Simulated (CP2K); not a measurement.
Consider silanol at its PBE geometry (Å).

```xyz
6

Si   -0.3978   -0.0267    0.0094
O     1.1940   -0.4853    0.0760
H    -0.5167    1.4503   -0.1766
H    -1.0717   -0.7187   -1.1246
H    -1.0696   -0.4210    1.2783
H     1.8618    0.2014   -0.0624
```

Method: CP2K XAS_TDP, all-electron GAPW, PBEh(45%), aug-pc-2, TDA, GW2X-corrected core level, no relativity.

**Question.** Where do the O K-edge lines lie, and how strong are they?

Leading lines: O2 533.61 eV. The leading line of an atom is its first one with 35 % of the strongest within 2.5 eV of its lowest line over the strength cut. Core ionisation energies at this level: O2 537.12 eV.

The first six lines of each atom with a strength over 0.0015:

```tsv
atom	energy (eV)	states	strength, one atom	above the computed threshold
O2 (bonded to Si and H)	533.61	1	0.0108	
	535.19	1	0.0221	
	535.76	1	0.0102	
	535.96	1	0.0051	
	536.08	1	0.0021	
	536.83	1	0.0059
```

Lines are vertical, at one geometry, with no vibrational structure. GW2X ionisation energies and lines can be off by 1 to 2 eV either way, and a good line position may hide errors that cancel. These values hold no scalar relativity, about 0.4 eV for O 1s. Rydberg lines, and the discretised continuum above threshold, depend on the basis and the box.

[Banner, clock and machine lines of the logs are left out without a mark of their own.]

[Logs are printed without paths, hosts, clocks, repeated set-up lines and the standing remarks that a program may print on its own settings, such as how far it seeks lower states.]

[Hosts, paths, dates, database ids (printed as entryN), source tags and the programs' standing remarks are cut or masked in the printed files.]
